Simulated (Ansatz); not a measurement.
# SrLiH3 (model cell, started as cubic perovskite with Sr in the octahedra): following an unstable mode, part 2 of 3

Wanted: the energy along a soft mode of SrLiH3 (model cell, started as cubic perovskite with Sr in the octahedra) and the structure at the end.

Ansatz 0.2.0; DFT PBEsol, scalar-relativistic, plane waves, PAW.

So far, highest frequency on the path or at a solved wavevector (cm⁻¹): step 2 (phonons on a q mesh) 1389. Also lowest frequency on the path (cm⁻¹): step 2 -560.

The structure was built from a prototype and need not be the compound's stable phase.

### 5. Energy along the mode, all amplitudes (two of the runs are shown above)

An imaginary frequency means negative curvature, so the energy should fall and then rise again as anharmonic terms take over.

This step gave:

```yaml
depth_at_the_lowest_point_sampled: 59.56 meV/atom
largest_atomic_shift_at_that_point: 0.6 Å
```

Energy from the parent against largest atomic shift:

| largest atomic shift (Å) | energy from the parent (meV/atom) |
| --- | --- |
| 0.000 | 0 |
| 0.040 | -0.371 |
| 0.080 | -1.48 |
| 0.140 | -4.47 |
| 0.220 | -10.7 |
| 0.320 | -21.6 |
| 0.450 | -38.9 |
| 0.600 | -59.6 |

Displacement at unit largest shift by atom:

| atom | x (Å) | y (Å) | z (Å) | size |
| --- | --- | --- | --- | --- |
| Li1 | 0.00 | 0.00 | 0.00 | 0.00 |
| Li2 | 0.00 | 0.00 | 0.00 | 0.00 |
| Sr3 | 0.00 | 0.00 | 0.00 | 0.00 |
| Sr4 | 0.00 | 0.00 | 0.00 | 0.00 |
| H5 | -1.00 | 0.00 | 0.00 | 1.00 |
| H6 | 1.00 | 0.00 | 0.00 | 1.00 |
| H7 | 0.00 | 0.00 | 0.00 | 0.00 |
| H8 | 0.00 | 0.00 | 0.00 | 0.00 |
| H9 | 0.00 | 0.00 | 1.00 | 1.00 |
| H10 | 0.00 | 0.00 | -1.00 | 1.00 |

The lowest of the steps tried is the last one, at 0.6 Å, 59.6 meV/atom below the parent; the bottom of the well need not coincide with a step.

### 6. Relaxation from the frozen mode

Starting from the lowest point found, all atoms and the cell are let go, so that strain and other modes of the same symmetry can join in.

input.yaml reads:

```yaml
crystal:
  lattice:
    - [4.5923772974, 4.5923772974, 0.0]
    - [4.5923772974, 0.0, 4.5923772974]
    - [4.5923772974, 0.0, -4.5923772974]
  atoms:
    - { symbol: Li, position: [0.0, 0.5, 0.5] }
    - { symbol: Li, position: [0.0, 0.0, 1.0] }
    - { symbol: Sr, position: [0.5, 0.25, 0.75] }
    - { symbol: Sr, position: [0.5, 0.75, 0.25] }
    - { symbol: H, position: [0.5, 0.434674357, 0.434674357] }
    - { symbol: H, position: [0.5, 0.065325643, 0.065325643] }
    - { symbol: H, position: [0.0, 0.5, 0.0] }
    - { symbol: H, position: [0.0, 0.0, 0.5] }
    - { symbol: H, position: [0.5, 0.565325643, -0.065325643] }
    - { symbol: H, position: [0.5, -0.065325643, 0.565325643] }
kpoints:
  mp_grid: { grid: [6, 6, 6] }
hamiltonian:
  xc: pbesol
scf:
  occupations: { method: fixed }
output:
  forces: true
  stress: true
  eigenvalues: true
  write_density: true
  write_potential: true
  elf: true
  volumetric_format: npy
relax:
  adjacent_minimum: "off"
  f_tol: 0.002
  max_steps: 120
  cell: { stress_tol: 0.03 }
```

Run with:

```console
$ ansatz run input.yaml --threads 8 --pin off --max-ram 14336MiB --backend cpu --events-out ev --progress --plain --runs-dir out
```

Numbers of over 12 decimals in the logs are rounded to 6 here.

Output:

```text
[...]
Crystal: 10 atoms, lattice volume = 193.706 Å³
Basis set: ecut = 420 eV, 3767 PW (Γ), exchange–correlation on 90×90×90 points (8 copies of the dense FFT grid, shifted against one another)
Bands: 26, of which v1, the nominal top of the filled ones, is band 16 counted from 1 (15 counted from 0)
Symmetry: 16 space group operations
[...]
k-points: 30 of 216
[...]
SCF iter   1: F=—  HF=-7485.243216 eV  |F-HF|=—  |Δ(HF+E_count)|=         —  Δρ=5.53e-3  dr2=5.31e-2  ethr=1.77e-3  ⟨swp⟩=5.4  Hψ=3543  notcnv=0  defer=163
[...]
SCF iter   6: F=-7485.227809 eV  HF=-7485.227809 eV  |F-HF|=8.26e-9  |Δ(HF+E_count)|=   1.87e-7  Δρ=2.43e-6  dr2=1.21e-8  ethr=3.13e-10  ⟨swp⟩=21.6  Hψ=8226  notcnv=0
SCF 1 converged in 6 iterations: F = -7485.227809 eV  dr2 = 1.21e-8
[...]
relax step   1: F+E_penalty+E_count = -7485.22780914 eV  Δ(F+E_penalty+E_count) = +0.000e0 eV  max|allowed force component| = 3.258e-1 eV/Å  Δτ_max = 0.0000 Å  P = -1.184 GPa  Ω = 193.706 Å³  (6 SCF iters, dr2 threshold 1.00e-7 eV, accepted)
Crystal: 10 atoms, lattice volume = 185.895 Å³
Basis set: ecut = 420 eV, 3695 PW (Γ), exchange–correlation on 90×90×90 points (8 copies of the dense FFT grid, shifted against one another)
[...]
iter 1 solved again at ethr=4.88e-4 eV; its pass at ethr=3.10e-3 eV (dr2=1.56e-1 eV) is discarded
[...]
SCF iter   5: F=-7485.499890 eV  HF=-7485.499890 eV  |F-HF|=2.34e-7  |Δ(HF+E_count)|=   1.95e-5  Δρ=1.69e-5  dr2=5.60e-7  ethr=3.12e-9  ⟨swp⟩=18.5  Hψ=8294  notcnv=0
the search or the solves at the SCF's close seem to have found levels that the self-consistency loop had missed (the run counts 1). By its estimate they hold under 1e-12 electrons; where the run keeps them, the occupations were computed again with them
SCF 2 converged in 5 iterations: F = -7485.499890 eV  dr2 = 5.60e-7
relax step   2: F+E_penalty+E_count = -7485.49988991 eV  Δ(F+E_penalty+E_count) = -2.721e-1 eV  max|allowed force component| = 2.095e-1 eV/Å  Δτ_max = 0.1955 Å  P = -1.021 GPa  Ω = 185.895 Å³  energy of the carried Pulay correction = +2.542e-3 eV  (5 SCF iters, dr2 threshold 1.00e-6 eV, accepted)
Crystal: 10 atoms, lattice volume = 172.084 Å³
Basis set: ecut = 420 eV, 3367 PW (Γ), exchange–correlation on 90×90×90 points (8 copies of the dense FFT grid, shifted against one another)
[...]
SCF iter   5: F=-7485.625833 eV  HF=-7485.625833 eV  |F-HF|=2.12e-7  |Δ(HF+E_count)|=   2.85e-5  Δρ=1.64e-5  dr2=4.66e-7  ethr=3.12e-9  ⟨swp⟩=18.9  Hψ=8301  notcnv=0
[...]
SCF 3 converged in 5 iterations: F = -7485.625833 eV  dr2 = 4.66e-7
relax step   3: F+E_penalty+E_count = -7485.62583272 eV  Δ(F+E_penalty+E_count) = -1.259e-1 eV  max|allowed force component| = 3.530e-2 eV/Å  Δτ_max = 0.1950 Å  P = +0.156 GPa  Ω = 172.084 Å³  energy of the carried Pulay correction = +7.302e-3 eV  (5 SCF iters, dr2 threshold 1.00e-6 eV, accepted)
[...]
relax step   4: F+E_penalty+E_count = -7485.62815012 eV  Δ(F+E_penalty+E_count) = -2.317e-3 eV  max|allowed force component| = 1.715e-3 eV/Å  Δτ_max = 0.0212 Å  P = -0.016 GPa  Ω = 173.433 Å³  energy of the carried Pulay correction = +6.821e-3 eV  (5 SCF iters, dr2 threshold 4.68e-7 eV, accepted)
[...]
relax step   5: F+E_penalty+E_count = -7485.62824448 eV  Δ(F+E_penalty+E_count) = -9.437e-5 eV  max|allowed force component| = 1.608e-3 eV/Å  Δτ_max = 0.0004 Å  P = +0.010 GPa  Ω = 173.312 Å³  energy of the carried Pulay correction = +6.864e-3 eV  (4 SCF iters, dr2 threshold 1.41e-8 eV, accepted)
[...]
SCF iter   5: F=-7485.623176 eV  HF=-7485.623176 eV  |F-HF|=5.46e-12  |Δ(HF+E_count)|=  2.73e-11  Δρ=7.04e-8  dr2=7.28e-12  ethr=1.00e-12  ⟨swp⟩=18.5  Hψ=6718  notcnv=0
SCF 6 converged in 5 iterations: F = -7485.623176 eV  dr2 = 7.28e-12
relax step   6: F+E_penalty+E_count = -7485.62317583 eV  Δ(F+E_penalty+E_count) = +5.069e-3 eV  max|allowed force component| = 1.746e-3 eV/Å  Δτ_max = 0.0000 Å  P = -0.017 GPa  Ω = 173.312 Å³  stress off target by 1.91e-2 GPa  SCF on the basis re-selected at this cell (its energy is not comparable with the rows above)  (5 SCF iters)
basis re-selected at this cell: Δ(F+E_penalty+E_count) = +5.069e-3 eV, ΔP = -0.027 GPa vs the last step (what re-selecting the basis moved, of the pressure what is left beyond the Pulay correction that the steps carried, after the strain that the cell walked since its last selection, with what the two solves' SCF thresholds leave and, on support functions, any second-order correction that the steps lacked; it is no m [...]
SCF converged after 5 iterations
Free energy (F): -7485.623176 eV
[...]
Internal energy: -7485.623176 eV  (E = F + TS)
E sigma→0 (E₀):  -7485.623176 eV
Fermi energy:    1.654822 eV
[...]
--- Forces (eV/Å), atoms counted from 1 ---
  atom   1  Li    -0.00000000     0.00000000     0.00000000
  atom   2  Li     0.00000000    -0.00000000    -0.00000000
  atom   3  Sr    -0.00000000     0.00000000     0.00000000
  atom   4  Sr    -0.00000000    -0.00000000    -0.00000000
  atom   5  H     -0.00174596     0.00000000     0.00000000
  atom   6  H      0.00174596    -0.00000000    -0.00000000
  atom   7  H     -0.00000000     0.00000000    -0.00000000
  atom   8  H      0.00000000    -0.00000000     0.00000000
  atom   9  H      0.00000000    -0.00000000     0.00174596
  atom  10  H      0.00000000     0.00000000    -0.00174596
  max |Σ_I F_I| component: 6.51e-19 eV/Å
--- Stress (GPa, compression-positive) ---
       -0.019056      -0.000000      -0.000000
       -0.000000      -0.013192      -0.000000
       -0.000000      -0.000000      -0.019056
  P = ⅓ Tr σ = -0.0171 GPa (-0.171 kbar)
--- Band table (eV; the first three rows and the last of 30) ---
  k-point 0: bands = [... 12 lower, -0.0828, 1.2660, 1.6548, 1.6548, 3.4748, 3.4748, 4.3671, 6.0011, ... 6 higher]
  k-point 1: bands = [... 12 lower, -0.0354, 0.9885, 1.4295, 1.5143, 3.6164, 3.6750, 4.5080, 6.0582, ... 6 higher]
  k-point 2: bands = [... 12 lower, 0.0892, 0.4067, 1.1392, 1.2259, 3.9554, 4.1484, 4.6765, 5.2092, ... 6 higher]
  k-point 29: bands = [... 12 lower, -0.4601, 0.2802, 1.2036, 1.2036, 4.5099, 5.4538, 5.7842, 5.7842, ... 6 higher]
--- Relaxed structure (5 steps of the walk, 5 accepted, 1 SCFs on fresh bases) ---
  F+E_penalty+E_count = -7485.62317583 eV   max|allowed force component| = 1.746e-3 eV/Å   (the final SCF, on the basis selected at the relaxed cell)
  cell:  # Å, volume = 173.3122 Å³
    - [4.426652, 4.422301, 0]
    - [4.426652, 0, 4.426652]
    - [4.426652, 0, -4.426652]
  atoms:
    - { symbol: Li, position: [0, 0.5, 0.5] }
    - { symbol: Li, position: [0, 0.0, 1.0] }
    - { symbol: Sr, position: [0.500000, 0.250000, 0.75] }
    - { symbol: Sr, position: [0.500000, 0.75, 0.250000] }
    - { symbol: H, position: [0.500000, 0.394426, 0.394426] }
    - { symbol: H, position: [0.500000, 0.105574, 0.105574] }
    - { symbol: H, position: [0, 0.5, 0.0] }
    - { symbol: H, position: [0, 0.0, 0.5] }
    - { symbol: H, position: [0.500000, 0.605574, -0.105574] }
    - { symbol: H, position: [0.500000, -0.105574, 0.605574] }
```

Elapsed: 6 s, on 8 threads of Arm Neoverse V2, shared host; peak memory 0.68 GiB; 43 s of CPU time.

The steps of the relaxation:

| step | energy less that of the first step (eV) | largest force component (eV/Å) | pressure (GPa) | volume (Å³) |
| --- | --- | --- | --- | --- |
| 1 | 0.0000 | 0.3258 | -1.18 | 193.71 |
| 2 | -0.2721 | 0.2095 | -1.02 | 185.90 |
| 3 | -0.3980 | 0.0353 | 0.16 | 172.08 |
| 4 | -0.4003 | 0.0017 | -0.02 | 173.43 |
| 5 | -0.4004 | 0.0016 | 0.01 | 173.31 |
| 6* | -0.3954 | 0.0017 | -0.02 | 173.31 |

Relaxation steps marked * repeat the geometry before them on a plane-wave basis chosen anew for their cell, so energy and pressure can jump there.

Forces are held to the 16 operations that the run works with; a distortion that breaks them can't arise in this run.

| conventional cell, symmetrised | before | after | change |
| --- | --- | --- | --- |
| a (Å) | 6.495 | 6.260 | -3.6 % |
| b (Å) | 6.495 | 6.260 | -3.6 % |
| c (Å) | 9.185 | 8.845 | -3.7 % |
| volume (Å³/atom) | 19.37 | 17.33 | -10.5 % |

The atoms that moved most (Å, as changes of fractional coordinates times the final cell):

| atom | dx | dy | dz | length |
| --- | --- | --- | --- | --- |
| H6 | 0.356 | 0.000 | 0.000 | 0.356 |
| H5 | -0.356 | 0.000 | 0.000 | 0.356 |
| H9 | 0.000 | 0.000 | 0.356 | 0.356 |
| H10 | 0.000 | 0.000 | -0.356 | 0.356 |

Numbers from this step:

| Property | Result |
| --- | --- |
| pressure | -0.01710 GPa |
| gap on the k-mesh | 1.216 eV |
| volume per atom | 17.33 Å³ |

Electrostatic potential energy in the ac plane of the conventional cell at fractional y = 0.000, with atoms of Li and Sr and H within 0.2 Å of it. With pseudopotentials it is smooth inside the atoms' cores, unlike the true potential.

Ten even steps from '_' (-93 eV) to '@' (7 eV), each cell a mean:
```
__..##@@@@@@@@@@@@@@@@@@@@@@%%==__
--**%%@@@@@@@@@@@@@@@@@@@@@@%%##==
%%%%@@@@@@@@@@@@@@@@@@@@@@@@@@%%%%
@@@@@@@@@@@@@@@@@@@@@@@@@@@@@@@@@@
%%@@@@@@@@@@@@%%####%%@@@@@@@@@@@@
++%%@@@@@@@@%%##++**%%@@@@@@@@@@##
**@@@@@@@@@@@@##****%%@@@@@@@@@@%%
@@@@@@@@@@@@@@%%%%%%@@@@@@@@@@@@@@
@@@@@@@@@@@@@@@@@@@@@@@@@@@@@@@@@@
**##%%@@@@@@@@@@@@@@@@@@@@@@@@%%##
__--##@@@@@@@@@@@@@@@@@@@@@@%%**..
____**@@@@@@@@@@@@@@@@@@@@@@%%--__
__..##@@@@@@@@@@@@@@@@@@@@@@%%==__
--**%%@@@@@@@@@@@@@@@@@@@@@@%%##==
%%%%@@@@@@@@@@@@@@@@@@@@@@@@@@%%%%
@@@@@@@@@@@@@@@@@@@@@@@@@@@@@@@@@@
%%@@@@@@@@@@@@%%####%%@@@@@@@@@@@@
++%%@@@@@@@@%%##++**%%@@@@@@@@@@##
**@@@@@@@@@@@@##****%%@@@@@@@@@@%%
@@@@@@@@@@@@@@%%%%%%@@@@@@@@@@@@@@
@@@@@@@@@@@@@@@@@@@@@@@@@@@@@@@@@@
**##%%@@@@@@@@@@@@@@@@@@@@@@@@%%##
__--##@@@@@@@@@@@@@@@@@@@@@@%%**..
____**@@@@@@@@@@@@@@@@@@@@@@%%--__
```
Columns run along a (6.3 Å; values clipped at the 3rd and 97th percentile), rows up along c (8.8 Å), edges of the conventional cell, whose origin can differ from the input's. Atoms in or near the plane, at fractional coordinates: Li at (0.50, 0.25), Li at (0.50, 0.75), Sr at (0.00, 0.50), Sr at (0.00, 0.00), H at (0.00, 0.75), H at (0.00, 0.25).

ELF in the ac plane of the conventional cell at fractional y = 0.000, with atoms of Li and Sr and H within 0.2 Å of it. It is the smooth field of the valence electrons, not physical close to the nuclei.

Values, 13 rows by 16 columns, each cell a mean:
```
0.61 0.80 0.61 0.14 0.31 0.75 0.65 0.29 0.21 0.50 0.77 0.53 0.13 0.39 0.78 0.68
0.48 0.35 0.14 0.04 0.13 0.32 0.26 0.10 0.08 0.19 0.35 0.22 0.05 0.08 0.26 0.44
0.89 0.86 0.72 0.36 0.11 0.04 0.13 0.56 0.67 0.31 0.03 0.07 0.22 0.59 0.82 0.88
0.98 0.97 0.87 0.48 0.14 0.03 0.21 0.78 0.88 0.47 0.03 0.07 0.30 0.75 0.95 0.98
0.44 0.34 0.17 0.06 0.09 0.19 0.14 0.08 0.08 0.10 0.21 0.15 0.07 0.12 0.27 0.41
0.74 0.76 0.48 0.11 0.28 0.68 0.59 0.26 0.18 0.45 0.71 0.48 0.11 0.28 0.70 0.77
0.29 0.74 0.72 0.20 0.36 0.82 0.72 0.30 0.20 0.54 0.84 0.60 0.16 0.51 0.82 0.47
0.74 0.66 0.34 0.07 0.23 0.59 0.51 0.22 0.16 0.38 0.61 0.40 0.09 0.19 0.55 0.72
0.54 0.46 0.32 0.13 0.09 0.12 0.08 0.15 0.20 0.09 0.10 0.10 0.09 0.22 0.41 0.52
1.00 0.99 0.93 0.55 0.15 0.02 0.26 0.90 0.97 0.58 0.04 0.07 0.34 0.83 0.99 1.00
0.73 0.68 0.52 0.23 0.09 0.06 0.08 0.35 0.44 0.16 0.04 0.08 0.15 0.41 0.63 0.71
0.61 0.49 0.21 0.05 0.17 0.46 0.39 0.17 0.12 0.28 0.47 0.30 0.06 0.11 0.38 0.57
0.42 0.75 0.69 0.18 0.34 0.80 0.70 0.31 0.20 0.53 0.82 0.58 0.15 0.46 0.81 0.57
```
Columns run along a (6.3 Å), rows up along c (8.8 Å), edges of the conventional cell, whose origin can differ from the input's. Atoms in or near the plane, at fractional coordinates: Li at (0.50, 0.25), Li at (0.50, 0.75), Sr at (0.00, 0.50), Sr at (0.00, 0.00), H at (0.00, 0.75), H at (0.00, 0.25).

Valence density in the ac plane of the conventional cell at fractional y = 0.000, with atoms of Li and Sr and H within 0.2 Å of it. It is the smooth field of the valence electrons, not physical close to the nuclei.

Ten steps, logarithmic in the rise over the least value, from '0' (0.0 e/Å³) to '9' (6.8 e/Å³), each cell a mean:
```
77521111111112477
76411111001111357
54200000000000134
32100000000000123
43200003651000124
64210006983000135
54200006972000135
32100001430000123
32100000000000123
65310000000000246
77521111011111367
77631111111112477
77521111111112477
76411111001111357
54200000000000134
32100000000000123
43200003651000124
64210006983000135
54200006972000135
32100001430000123
32100000000000123
65310000000000246
77521111011111367
77631111111112477
```
Columns run along a (6.3 Å), rows up along c (8.8 Å), edges of the conventional cell, whose origin can differ from the input's. Atoms in or near the plane, at fractional coordinates: Li at (0.50, 0.25), Li at (0.50, 0.75), Sr at (0.00, 0.50), Sr at (0.00, 0.00), H at (0.00, 0.75), H at (0.00, 0.25).

The distorted start has space group I4/mcm; the relaxation ends in I4/mcm.

### 7. The new phase in its own primitive cell

The relaxed structure is symmetrised, reduced to its primitive cell and relaxed tightly, as its phonons need.

input.yaml reads:

```yaml
crystal:
  lattice:
    - [-3.1301155629, 3.1301155629, 4.4223014719]
    - [3.1301155629, -3.1301155629, 4.4223014719]
    - [3.1301155629, 3.1301155629, -4.4223014719]
  atoms:
    - { symbol: Li, position: [0.25, 0.75, 0.5] }
    - { symbol: Li, position: [0.75, 0.25, 0.5] }
    - { symbol: Sr, position: [0.5, 0.5, 0.0] }
    - { symbol: Sr, position: [0.0, 0.0, 0.0] }
    - { symbol: H, position: [0.1444258632, 0.3555741368, 0.5] }
    - { symbol: H, position: [0.8555741368, 0.6444258632, 0.5] }
    - { symbol: H, position: [0.75, 0.75, 0.0] }
    - { symbol: H, position: [0.25, 0.25, 0.0] }
    - { symbol: H, position: [0.6444258632, 0.1444258632, 0.7888517265] }
    - { symbol: H, position: [0.3555741368, 0.8555741368, 0.2111482735] }
kpoints:
  mp_grid: { grid: [6, 6, 6] }
hamiltonian:
  xc: pbesol
scf:
  occupations: { method: fixed }
output:
  forces: true
  stress: true
  eigenvalues: true
relax:
  adjacent_minimum: "off"
  f_tol: 0.001
  max_steps: 60
  cell: { stress_tol: 0.01 }
```

Output:

```text
[...]
Crystal: 10 atoms, lattice volume = 173.312 Å³
Basis set: ecut = 420 eV, 3383 PW (Γ), exchange–correlation on 90×90×90 points (8 copies of the dense FFT grid, shifted against one another)
Bands: 26, of which v1, the nominal top of the filled ones, is band 16 counted from 1 (15 counted from 0)
Symmetry: 16 space group operations
[...]
k-points: 30 of 216
[...]
- { symbol: Li, position: [0.750000, 0.25, 0.5] }
    - { symbol: Sr, position: [0.500000, 0.500000, 0] }
    - { symbol: Sr, position: [0, 0, 0] }
    - { symbol: H, position: [0.144307, 0.355693, 0.5] }
    - { symbol: H, position: [0.855693, 0.644307, 0.5] }
    - { symbol: H, position: [0.750000, 0.750000, 0] }
    - { symbol: H, position: [0.250000, 0.250000, 0] }
    - { symbol: H, position: [0.644307, 0.144307, 0.788615] }
    - { symbol: H, position: [0.355693, 0.855693, 0.211385] }
[key lines of the parts left out:]
SCF converged after 4 iterations
Free energy (F): -7485.623185 eV
Fermi energy:    1.662738 eV
P = ⅓ Tr σ = -0.0005 GPa (-0.005 kbar)
```

Wall time 2.8 s (8 threads); peak memory 0.64 GiB; 19 s of CPU time.

Little changed from the start: no atom moved by 0.005 Å and no cell edge by 0.1 %.

This step gave:

```yaml
pressure: -5.16e-4 GPa
gap_on_the_k_mesh: 1.211 eV
volume_per_atom: 17.32 Å³
direct_gap_on_mesh: 1.816 eV
```

The largest force component left is 0.30 meV/Å and the pressure is -0.001 GPa, within the tolerances set. The cell now holds 17.32 Å³/atom.

(Continued in part 3 of 3.)

[Logs are printed without paths, hosts, clocks, repeated set-up lines and the standing remarks that a program may print on its own settings, such as how far it seeks lower states.]

[Hosts, paths, dates, database ids (printed as entryN), source tags and the programs' standing remarks are cut or masked in the printed files.]
